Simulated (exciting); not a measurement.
Consider RbLuSe2, space group R-3m.

```xyz
4
Lattice="2.0647 1.1921 7.8713 -2.0647 1.1921 7.8713 0.0000 -2.3841 7.8713" Properties=species:S:1:pos:R:3 pbc="T T T"
Lu    0.0000    0.0000   11.8070
Rb    0.0000    0.0000    0.0000
Se    0.0000    0.0000   18.1405
Se    0.0000    0.0000    5.4735
```

Absorber: atom 1, with 6 Se at 2.84 Å (octahedral, site symmetry -3m). Method: exciting, all-electron LAPW+lo, LDA, exchange and screened direct term (singlet BSE), 3×3×3 shifted k points, 49 conduction bands, |G+q| up to 3 bohr⁻¹ (2 in the exchange term), full RPA screening with nempty = 82, Lorentzian half width 2.34 eV.

**Question.** What does the Lu L₃ spectrum look like, and is there a bound core exciton?

Bound core exciton? Yes on this mesh: the first bright state (over 5 % of the brightest) lies at -1.36 eV from the Kohn–Sham onset. Maxima (height): -0.1 eV (1.00).

Energy from the Kohn–Sham onset, core level to the lowest empty state found on the meshes used; Im ε in relative units:

```csv
E (eV),Im ε
-11.5,0.06
-11.0,0.06
-10.5,0.07
-10.0,0.07
-9.5,0.08
-9.0,0.09
-8.5,0.10
-8.0,0.11
-7.5,0.12
-7.0,0.14
-6.5,0.16
-6.0,0.19
-5.5,0.22
-5.0,0.25
-4.5,0.30
-4.0,0.37
-3.5,0.44
-3.0,0.54
-2.5,0.65
-2.0,0.77
-1.5,0.88
-1.0,0.95
-0.5,0.99
0.0,1.00
0.5,0.98
1.0,0.92
1.5,0.85
2.0,0.76
2.5,0.68
3.0,0.60
3.5,0.54
4.0,0.49
4.5,0.45
5.0,0.42
5.5,0.40
6.0,0.39
6.5,0.38
7.0,0.37
7.5,0.36
8.0,0.36
8.5,0.35
9.0,0.34
9.5,0.33
10.0,0.32
10.5,0.31
11.0,0.30
11.5,0.30
12.0,0.29
12.5,0.29
13.0,0.28
13.5,0.28
14.0,0.28
14.5,0.28
15.0,0.28
15.5,0.27
16.0,0.26
16.5,0.26
17.0,0.25
17.5,0.24
18.0,0.24
18.5,0.23
19.0,0.23
19.5,0.22
20.0,0.22
20.5,0.21
21.0,0.21
```

Binding energies aren't converged on 27 k points, and fine structure above the first lines is partly noise of the mesh. The kernel cutoff is low for a compact core orbital, so the effect of exchange is a lower bound. The zero comes from the shifted mesh, which comes near the band minimum without meeting it. The conduction states carry no spin here, so the exchange coupling to the spinor core hole is only partly held. This core level is treated alone, with no coupling to its spin–orbit partner. The structure is a published determination, not relaxed.

[Banner, clock and machine lines of the logs are left out without a mark of their own.]

[Logs are printed without paths, hosts, clocks, repeated set-up lines and the standing remarks that a program may print on its own settings, such as how far it seeks lower states.]

[Hosts, paths, dates, database ids (printed as entryN), source tags and the programs' standing remarks are cut or masked in the printed files.]
